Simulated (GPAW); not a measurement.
# Ballistic transport through a Fe chain with a Ni atom bridging one bond, from relaxation to T(E), part 2 of 2

Aim: the conductance of a Fe chain with a Ni atom bridging one bond after relaxation, and whether geometry, basis or functional moves it most.

GPAW 26.7.0; GPAW LCAO, PAW setups; relaxation of the junction within the symmetry of its start, lead ends held (the session's first sound run).

So far, conductance (G₀): step 3 (GPAW, dzp) 1.60; step 4 (basis szp(dzp)) 1.68; step 5 (basis sz(dzp)) 1.70.

## (6) LDA in the dzp basis: xc = "LDA"

Level of this step: GPAW LCAO, PAW setups; Landauer transmission from Green's functions with principal layers (ASE), zero bias (GPAW).

Back in the dzp basis, the functional changes from PBE to LDA, to set the spread between functionals beside that between bases.

The input, run.py:

```python
import json
import numpy as np
from ase import Atoms
from ase.transport.calculators import TransportCalculator
from gpaw import GPAW, FermiDirac
from gpaw.lcao.tools import get_lcao_hamiltonian
from scipy.linalg import eigh

# The junction with lead layers at both ends, along the third cell vector
device = Atoms(
    ['Fe', 'Fe', 'Fe', 'Fe', 'Fe', 'Fe', 'Ni', 'Fe', 'Fe', 'Fe', 'Fe', 'Fe', 'Fe'],
    positions=[
        [4.50000, 4.50000, 1.13000],
        [4.50000, 4.50000, 3.39000],
        [4.50000, 4.50000, 5.65000],
        [4.50000, 4.50000, 7.91000],
        [4.50000, 4.50000, 10.17000],
        [3.49961, 4.50000, 12.36371],
        [5.25998, 4.50000, 13.66000],
        [3.49961, 4.50000, 14.95629],
        [4.50000, 4.50000, 17.15000],
        [4.50000, 4.50000, 19.41000],
        [4.50000, 4.50000, 21.67000],
        [4.50000, 4.50000, 23.93000],
        [4.50000, 4.50000, 26.19000]],
    cell=[[9.0, 0.0, 0.0], [0.0, 9.0, 0.0], [0.0, 0.0, 27.32]],
    pbc=True,
    magmoms=[3.0, 3.0, 3.0, 3.0, 3.0, 3.0, 1.0, 3.0, 3.0, 3.0, 3.0, 3.0, 3.0])

# One principal layer of the lead: the first 3 atoms of the device
lead = Atoms(
    ['Fe', 'Fe', 'Fe'],
    positions=[
        [4.50000, 4.50000, 1.13000],
        [4.50000, 4.50000, 3.39000],
        [4.50000, 4.50000, 5.65000]],
    cell=[[9.0, 0.0, 0.0], [0.0, 9.0, 0.0], [0.0, 0.0, 6.78]],
    pbc=True,
    magmoms=[3.0, 3.0, 3.0])

settings = dict(mode='lcao', basis='dzp', xc='LDA', h=0.18,
                occupations=FermiDirac(0.1), maxiter=250,
                mixer=dict(beta=0.05, nmaxold=8, weight=100.0),
                convergence=dict(density=0.0001))
energies = np.arange(-2, 2 + 1e-9, 0.025)
eta = 0.0001
n1, n2 = 1, 1
# k and -k transmit alike, so half of the mesh across the current serves
mesh = [(i, j) for i in range(n1) for j in range(n2) if (i, j) <= (-i % n1, -j % n2)]
weights = np.array([1 if (i, j) == (-i % n1, -j % n2) else 2 for i, j in mesh]) / (n1 * n2)

# [... helper functions left out ...]
fermi_lead = ground_state(lead, (1, 1, 17), 'lead.txt')
fermi_device = ground_state(device, (1, 1, 3), 'device.txt')
# [... loop over the mesh left out, but for ...]
        # Shift the lead onto the potential of the device's first layer
        shift = ((H[:, 0, 0] - H0[:, 0, 0]) / S0[0, 0]).real.mean()
# [...]
kT = 8.617333e-5 * 300
bias = [0.1, 0.2, 0.5, 1.0, 1.5, 2.0]
# [... integrals and printing left out ...]
```

On the command line:

```
OMP_NUM_THREADS=1 OPENBLAS_NUM_THREADS=1 python run.py
```

The log of the run:

```text
basis functions: device 207, principal layer 45
Fermi level: lead -2.1691 eV, device -2.1536 eV; lead shifted by -0.0014 eV
largest coupling past the next layer 3.89e-05 eV, largest misfit of the first layer 0.019 eV
  E-E_F (eV)   T up        T down      [channel counts left out]
    -2.000    2.3643e+00  8.5425e-01
    -1.975    2.2794e+00  9.2995e-01
    -1.950    2.1957e+00  9.6533e-01
[...]
1.975    7.9437e-01  9.8232e-01
     2.000    7.7872e-01  9.9345e-01
conductance at 300 K: 1.6169 G0 a cell; thermopower 18.13 uV/K
current from the zero-bias T(E) at 0.1 V: 12.542 uA
current from the zero-bias T(E) at 0.2 V: 25.278 uA
current from the zero-bias T(E) at 0.5 V: 65.635 uA
current from the zero-bias T(E) at 1.0 V: 129.63 uA
current from the zero-bias T(E) at 1.5 V: 183.03 uA
current from the zero-bias T(E) at 2.0 V: 236.19 uA
```

Wall time 4.6 min (1 thread of Arm Neoverse N1, shared host); peak memory 1.6 GiB.

This step gave:

```
conductance                                    : 1.617 G₀
largest coupling past the next principal layer : 3.89e-5 eV
largest misfit of the first principal layer    : 0.01907 eV
shift that aligns the lead                     : -0.001422 eV
basis functions of the junction                : 207
basis functions of a principal layer           : 45
transmission at the Fermi level, spin up       : 0.8569
transmission at the Fermi level, spin down     : 2.707
```

Each spin. Transmission, zone mean against energy, zero at the Fermi level:

| energy (eV) | T, spin up | T, spin down |
| --- | --- | --- |
| -2.000 | 2.36 | 0.854 |
| -1.800 | 1.75 | 0.795 |
| -1.600 | 1.01 | 0.0710 |
| -1.550 | 1.28 | 3.0e-4 |
| -1.450 | 1.17 | 0.181 |
| -1.400 | 1.10 | 0.334 |
| -1.200 | 1.26 | 0.724 |
| -1.000 | 0.369 | 1.32 |
| -0.800 | 0.871 | 0.947 |
| -0.600 | 0.957 | 1.38 |
| -0.475 | 0.978 | 1.73 |
| -0.400 | 0.985 | 1.98 |
| -0.200 | 0.994 | 2.62 |
| -0.175 | 0.994 | 2.67 |
| 0.000 | 0.857 | 2.71 |
| 0.200 | 0.972 | 2.47 |
| 0.275 | 0.975 | 3.04 |
| 0.400 | 0.973 | 2.47 |
| 0.600 | 0.966 | 2.49 |
| 0.800 | 0.957 | 2.57 |
| 0.950 | 0.950 | 2.93 |
| 1.000 | 0.947 | 2.69 |
| 1.200 | 0.935 | 1.93 |
| 1.400 | 0.920 | 1.31 |
| 1.600 | 0.899 | 1.21 |
| 1.800 | 0.862 | 1.17 |
| 2.000 | 0.779 | 0.993 |

The conductance, 1.62 G₀, lies 1.1 % above that of the dzp run.

## (7) Without the relaxation: geometry = "as built"

The dzp basis with PBE on the structure as first built shows what the relaxation was worth.

Changes to run.py since step 6:

```diff
@@ -17,5 +17,5 @@
         [4.50000, 4.50000, 10.17000],
-        [3.49961, 4.50000, 12.36371],
-        [5.25998, 4.50000, 13.66000],
-        [3.49961, 4.50000, 14.95629],
+        [4.50000, 4.50000, 12.43000],
+        [6.32741, 4.50000, 13.66000],
+        [4.50000, 4.50000, 14.89000],
         [4.50000, 4.50000, 17.15000],
@@ -40,3 +40,3 @@
 
-settings = dict(mode='lcao', basis='dzp', xc='LDA', h=0.18,
+settings = dict(mode='lcao', basis='dzp', xc='PBE', h=0.18,
                 occupations=FermiDirac(0.1), maxiter=250,
```

The log of the run:

```text
basis functions: device 207, principal layer 45
Fermi level: lead -1.7343 eV, device -1.7656 eV; lead shifted by 0.0042 eV
largest coupling past the next layer 5.77e-05 eV, largest misfit of the first layer 0.134 eV
  E-E_F (eV)   T up        T down      [channel counts left out]
    -2.000    2.8625e+00  7.1381e-01
    -1.975    2.8626e+00  7.4633e-01
    -1.950    2.8614e+00  7.8786e-01
[...]
1.975    9.9935e-01  9.9561e-01
     2.000    9.9929e-01  9.9622e-01
conductance at 300 K: 1.0725 G0 a cell; thermopower 5.715 uV/K
current from the zero-bias T(E) at 0.1 V: 8.386 uA
current from the zero-bias T(E) at 0.2 V: 17.118 uA
current from the zero-bias T(E) at 0.5 V: 47.365 uA
current from the zero-bias T(E) at 1.0 V: 108.17 uA
current from the zero-bias T(E) at 1.5 V: 171.95 uA
current from the zero-bias T(E) at 2.0 V: 226.74 uA
```

Wall time 11 min (1 thread); peak memory 1.6 GiB.

Numbers from this step:

```yaml
conductance: 1.072 G₀
largest_coupling_past_the_next_principal_layer: 5.77e-5 eV
largest_misfit_of_the_first_principal_layer: 0.1337 eV
shift_that_aligns_the_lead: 0.004247 eV
transmission_at_the_fermi_level_spin_up: 0.2839
transmission_at_the_fermi_level_spin_down: 1.766
```

The conductance, 1.07 G₀, lies 33 % below that of the dzp run.

## (8) The ladder

Times are for 1 thread of Arm Neoverse N1, shared host. The series side by side:

| no. | run | conductance (G₀) | time | memory (GiB) |
| --- | --- | --- | --- | --- |
| 1 | dzp | 1.600 | 15 min | 1.6 |
| 2 | szp | 1.684 | 6.1 min | 1.6 |
| 3 | sz | 1.704 | 4.8 min | 1.6 |
| 4 | dzp LDA | 1.617 | 4.6 min | 1.6 |
| 5 | asbuilt | 1.072 | 11 min | 1.6 |

## (9) The levels side by side

The curves are compared point by point over the common energies.

This step: comparison of transmission and cost over codes, levels and geometry (GPAW 26.7.0).

Ladder, by row:

| step | code | T at the Fermi level (sum over the listed spins) | conductance (G0) | r.m.s. T(E) from the first | wall time (s) | peak memory (GiB) | threads |
| --- | --- | --- | --- | --- | --- | --- | --- |
| dzp | GPAW | 2.974 | 1.6 | 0 | 879.2 | 1.64 | 1 |
| szp | GPAW | 3.383 | 1.684 | 0.5267 | 364.4 | 1.62 | 1 |
| sz | GPAW | 3.437 | 1.704 | 0.5316 | 290.8 | 1.57 | 1 |
| dzp-LDA | GPAW | 3.564 | 1.617 | 0.4037 | 275.9 | 1.65 | 1 |
| asbuilt | GPAW | 2.05 | 1.072 | 0.9494 | 664.1 | 1.65 | 1 |

The transmission, zone mean, sum over the listed spins by energy, zero at the Fermi level:

| energy (eV) | dzp | szp | sz | dzp-LDA | asbuilt |
| --- | --- | --- | --- | --- | --- |
| -2.000 | 2.82 | 2.10 | 2.13 | 3.22 | 3.58 |
| -1.900 | 2.73 | 1.31 | 1.70 | 3.00 | 3.75 |
| -1.800 | 1.85 | 0.969 | 1.45 | 2.55 | 3.71 |
| -1.700 | 1.60 | 1.05 | 1.53 | 2.13 | 2.16 |
| -1.600 | 1.04 | 1.39 | 1.19 | 1.08 | 1.45 |
| -1.500 | 1.20 | 0.853 | 1.06 | 0.678 | 1.57 |
| -1.400 | 1.59 | 1.31 | 1.60 | 1.43 | 2.40 |
| -1.300 | 1.77 | 1.58 | 1.72 | 1.81 | 3.19 |
| -1.200 | 1.45 | 1.53 | 1.75 | 1.98 | 2.82 |
| -1.100 | 1.50 | 1.29 | 1.26 | 2.06 | 2.10 |
| -1.000 | 1.97 | 1.71 | 1.80 | 1.69 | 2.12 |
| -0.900 | 2.24 | 1.97 | 2.11 | 1.96 | 1.82 |
| -0.800 | 1.85 | 2.23 | 2.35 | 1.82 | 2.31 |
| -0.700 | 2.05 | 2.47 | 2.51 | 2.06 | 2.08 |
| -0.600 | 2.38 | 2.42 | 2.51 | 2.34 | 2.37 |
| -0.500 | 2.71 | 2.16 | 2.12 | 2.63 | 2.07 |
| -0.400 | 3.02 | 2.29 | 2.60 | 2.97 | 2.61 |
| -0.300 | 3.26 | 3.02 | 2.90 | 3.33 | 2.65 |
| -0.200 | 3.39 | 3.27 | 3.35 | 3.61 | 2.61 |
| -0.150 | 3.42 | 3.34 | 3.44 | 3.70 | 2.54 |
| -0.100 | 3.14 | 3.37 | 3.48 | 3.75 | 2.44 |
| -0.075 | 2.64 | 3.38 | 3.48 | 3.75 | 2.37 |
| -0.025 | 3.45 | 3.39 | 3.46 | 3.71 | 2.23 |
| 0.000 | 2.97 | 3.38 | 3.44 | 3.56 | 2.05 |
| 0.100 | 2.73 | 3.27 | 3.12 | 2.93 | 2.08 |
| 0.200 | 2.85 | 2.52 | 2.53 | 3.44 | 2.94 |
| 0.275 | 3.15 | 2.93 | 2.93 | 4.01 | 3.26 |
| 0.300 | 3.49 | 3.10 | 2.99 | 3.93 | 3.49 |
| 0.375 | 3.96 | 3.74 | 3.43 | 3.51 | 3.57 |
| 0.400 | 3.85 | 3.83 | 3.62 | 3.44 | 3.67 |
| 0.425 | 3.60 | 3.86 | 3.86 | 3.39 | 3.88 |
| 0.450 | 3.48 | 3.82 | 4.12 | 3.36 | 4.11 |
| 0.500 | 3.66 | 3.60 | 3.86 | 3.34 | 4.25 |
| 0.525 | 3.80 | 3.53 | 3.73 | 3.34 | 4.33 |
| 0.600 | 3.57 | 3.70 | 3.94 | 3.46 | 4.30 |
| 0.700 | 3.61 | 3.82 | 3.74 | 2.54 | 5.03 |
| 0.800 | 2.49 | 2.53 | 2.54 | 3.52 | 3.71 |
| 0.900 | 3.20 | 2.75 | 2.02 | 3.82 | 3.44 |
| 0.950 | 3.21 | 2.79 | 2.70 | 3.88 | 3.46 |
| 1.000 | 3.30 | 2.51 | 2.41 | 3.63 | 3.46 |
| 1.100 | 3.51 | 2.26 | 2.14 | 3.13 | 3.48 |
| 1.200 | 3.11 | 2.17 | 2.03 | 2.86 | 3.52 |
| 1.300 | 2.68 | 2.30 | 1.99 | 2.56 | 3.61 |
| 1.400 | 2.34 | 2.34 | 2.23 | 2.23 | 3.78 |
| 1.500 | 1.98 | 2.03 | 1.60 | 2.08 | 3.86 |
| 1.600 | 1.97 | 2.10 | 1.98 | 2.11 | 3.77 |
| 1.700 | 1.95 | 2.09 | 2.00 | 2.09 | 3.73 |
| 1.800 | 1.87 | 1.90 | 1.96 | 2.04 | 3.48 |
| 1.900 | 1.66 | 1.51 | 1.80 | 1.93 | 2.39 |
| 2.000 | 1.62 | 2.00 | 1.66 | 1.77 | 2.00 |

## (10) Potential alignment off

Without the shift, lead and junction are matched by their Fermi levels alone.

This step: GPAW LCAO, PAW setups; Landauer transmission from Green's functions with principal layers (ASE), zero bias (GPAW 26.7.0).

Changes to run.py since step 7:

```diff
@@ -17,5 +17,5 @@
         [4.50000, 4.50000, 10.17000],
-        [4.50000, 4.50000, 12.43000],
-        [6.32741, 4.50000, 13.66000],
-        [4.50000, 4.50000, 14.89000],
+        [3.49961, 4.50000, 12.36371],
+        [5.25998, 4.50000, 13.66000],
+        [3.49961, 4.50000, 14.95629],
         [4.50000, 4.50000, 17.15000],
@@ -55,4 +55,4 @@
 # [... loop over the mesh left out, but for ...]
-        # Shift the lead onto the potential of the device's first layer
-        shift = ((H[:, 0, 0] - H0[:, 0, 0]) / S0[0, 0]).real.mean()
+        # Lead and device are aligned by their Fermi levels alone
+        shift = 0.0
 # [...]
```

The log of the run:

```text
basis functions: device 207, principal layer 45
Fermi level: lead -1.7343 eV, device -1.7660 eV; lead shifted by 0.0000 eV
largest coupling past the next layer 5.77e-05 eV, largest misfit of the first layer 0.133 eV
  E-E_F (eV)   T up        T down      [channel counts left out]
    -2.000    1.8755e+00  9.4246e-01
    -1.975    1.8100e+00  9.9259e-01
    -1.950    1.7516e+00  9.8964e-01
    -1.925    1.7133e+00  9.7377e-01
    -1.900    1.7546e+00  9.7256e-01
    -1.875    1.9860e+00  9.8539e-01
    -1.850    9.2830e-01  9.9657e-01
    -1.825    9.1118e-01  9.8778e-01
    -1.800    9.0205e-01  9.4563e-01
    -1.775    9.2722e-01  8.6498e-01
    -1.750    9.8926e-01  7.4879e-01
    -1.725    1.0658e+00  6.0629e-01
    -1.700    1.1397e+00  4.5101e-01
    -1.675    1.2032e+00  2.9909e-01
    -1.650    1.2509e+00  1.6718e-01
    -1.625    1.2557e+00  6.9311e-02
[...]
1.825    7.9276e-01  1.0589e+00
     1.850    7.7805e-01  1.0282e+00
     1.875    7.6116e-01  9.7842e-01
     1.900    7.4162e-01  8.9060e-01
     1.925    7.1884e-01  9.5532e-01
     1.950    6.9208e-01  9.8247e-01
     1.975    6.6039e-01  9.9416e-01
     2.000    6.2255e-01  9.9848e-01
conductance at 300 K: 1.6134 G0 a cell; thermopower 1.227 uV/K
current from the zero-bias T(E) at 0.1 V: 12.398 uA
current from the zero-bias T(E) at 0.2 V: 24.288 uA
current from the zero-bias T(E) at 0.5 V: 59.779 uA
current from the zero-bias T(E) at 1.0 V: 123.75 uA
current from the zero-bias T(E) at 1.5 V: 179.59 uA
current from the zero-bias T(E) at 2.0 V: 230.35 uA
```

Elapsed: 14 min, on 1 thread; peak memory 1.6 GiB.

Numbers from this step:

| Property | Result |
| --- | --- |
| conductance | 1.613 G₀ |
| largest misfit of the first principal layer | 0.1326 eV |
| shift that aligns the lead | 0 eV |
| transmission at the Fermi level, spin up | 0.9401 |
| transmission at the Fermi level, spin down | 2.141 |

Each spin. Transmission, zone mean against energy, zero at the Fermi level:

| energy (eV) | T, spin up | T, spin down |
| --- | --- | --- |
| -2.000 | 1.88 | 0.942 |
| -1.875 | 1.99 | 0.985 |
| -1.800 | 0.902 | 0.946 |
| -1.625 | 1.26 | 0.0693 |
| -1.600 | 1.03 | 0.0136 |
| -1.400 | 1.17 | 0.421 |
| -1.375 | 1.17 | 0.479 |
| -1.200 | 0.717 | 0.721 |
| -1.000 | 0.831 | 1.14 |
| -0.800 | 0.942 | 0.907 |
| -0.600 | 0.977 | 1.40 |
| -0.400 | 0.990 | 2.03 |
| -0.300 | 0.992 | 2.26 |
| -0.200 | 0.987 | 2.41 |
| 0.000 | 0.940 | 2.14 |
| 0.175 | 0.973 | 1.57 |
| 0.200 | 0.973 | 1.88 |
| 0.375 | 0.968 | 2.99 |
| 0.400 | 0.967 | 2.89 |
| 0.600 | 0.958 | 2.61 |
| 0.800 | 0.947 | 1.43 |
| 1.000 | 0.935 | 2.37 |
| 1.100 | 0.929 | 2.58 |
| 1.200 | 0.921 | 2.19 |
| 1.400 | 0.902 | 1.45 |
| 1.600 | 0.870 | 1.10 |
| 1.800 | 0.806 | 1.08 |
| 2.000 | 0.623 | 0.998 |

Not self-consistent under bias; the bias window is split evenly. Current through one cell, from the zero-bias transmission against bias:

| bias (V) | current through one cell, from the zero-bias transmission (μA) |
| --- | --- |
| 0.100 | 12.4 |
| 0.200 | 24.3 |
| 0.500 | 59.8 |
| 1.000 | 124 |
| 1.500 | 180 |
| 2.000 | 230 |

The transmission of the three most open eigenchannels by energy, zero at the Fermi level:

| energy (eV) | channel 1 up | channel 2 up | channel 3 up | channel 1 down | channel 2 down | channel 3 down |
| --- | --- | --- | --- | --- | --- | --- |
| -2.0000 | 0.938 | 0.544 | 0.374 | 0.942 | 0 | 0 |
| -1.7500 | 0.657 | 0.214 | 0.107 | 0.749 | 0 | 0 |
| -1.5000 | 0.761 | 0.188 | 0.0805 | 0.140 | 0 | 0 |
| -1.2500 | 0.880 | 0.209 | 0.0213 | 0.626 | 0.0206 | 1.6e-4 |
| -1.0000 | 0.831 | 1.1e-12 | 0 | 0.925 | 0.175 | 0.0372 |
| -0.7500 | 0.954 | 0 | 0 | 0.345 | 0.288 | 0.175 |
| -0.5000 | 0.985 | 0 | 0 | 0.703 | 0.506 | 0.452 |
| -0.2500 | 0.991 | 0 | 0 | 0.892 | 0.779 | 0.623 |
| 0.0000 | 0.940 | 0 | 0 | 0.823 | 0.770 | 0.520 |
| 0.2500 | 0.972 | 0 | 0 | 0.763 | 0.589 | 0.222 |
| 0.5000 | 0.962 | 0 | 0 | 0.817 | 0.603 | 0.509 |
| 0.7500 | 0.950 | 0 | 0 | 0.885 | 0.530 | 0.264 |
| 1.0000 | 0.935 | 0 | 0 | 0.883 | 0.658 | 0.494 |
| 1.2500 | 0.917 | 0 | 0 | 0.762 | 0.631 | 0.301 |
| 1.5000 | 0.888 | 0 | 0 | 0.675 | 0.214 | 0.0971 |
| 1.7500 | 0.827 | 0 | 0 | 0.898 | 0.129 | 0.0741 |
| 2.0000 | 0.623 | 0 | 0 | 0.998 | 7.3e-11 | 6.8e-11 |

The conductance, 1.61 G₀, lies 0.9 % above that of the dzp run.

## (11) Summary of results

* conductance: 1.60 G₀
* transmission at the Fermi level, mean of the spins: 1.49

**Reading.** In the dzp basis the junction conducts 1.60 G₀ at 300 K, with T = 1.49 as the mean of the two spins at the Fermi level; the sz basis reaches that conductance within 10 %. Relaxation moved atoms by up to 1.1 Å and took the conductance from 1.07 to 1.60 G₀, as a ratio a larger change than the step from dzp to the minimal basis. The current is spin polarised: -37 % at the Fermi level, counted as (up - down)/(up + down). Measured against the first run (dzp), the nearest curve is that of dzp-LDA (r.m.s. 0.40) and the farthest that of asbuilt (0.95). Over the compared runs wall time goes from 276 s (dzp-LDA) to 879 s (dzp), on a shared host. The leads kept an estimated spacing and the cell its length, so the junction may be under some tension or compression. The geometry comes from the orbital basis, which tends to overbind, and kept the symmetry of the start, so a structure of lower symmetry may lie lower. The moments started parallel, and no other order was tried; chains of Cr or Mn atoms, among others, may prefer antiparallel neighbours. An evenly spaced straight chain is an idealisation: free chains tend to dimerise, zigzag or, where a band edge lies near the Fermi level, turn magnetic. The currents use the zero-bias T(E) throughout, which holds only while the bias is small against the distance to the nearest feature. One magnetic start was tried; another order may lie lower. Within about eight thermal energies of the Fermi level ln T(E) bends sharply from one computed energy to the next, or the lead's channel count changes, so the thermal averages, above all the thermopower, rest on an interpolation that may be rough.

[Logs are printed without paths, hosts, clocks, repeated set-up lines and the standing remarks that a program may print on its own settings, such as how far it seeks lower states.]

[Hosts, paths, dates, database ids (printed as entryN), source tags and the programs' standing remarks are cut or masked in the printed files.]
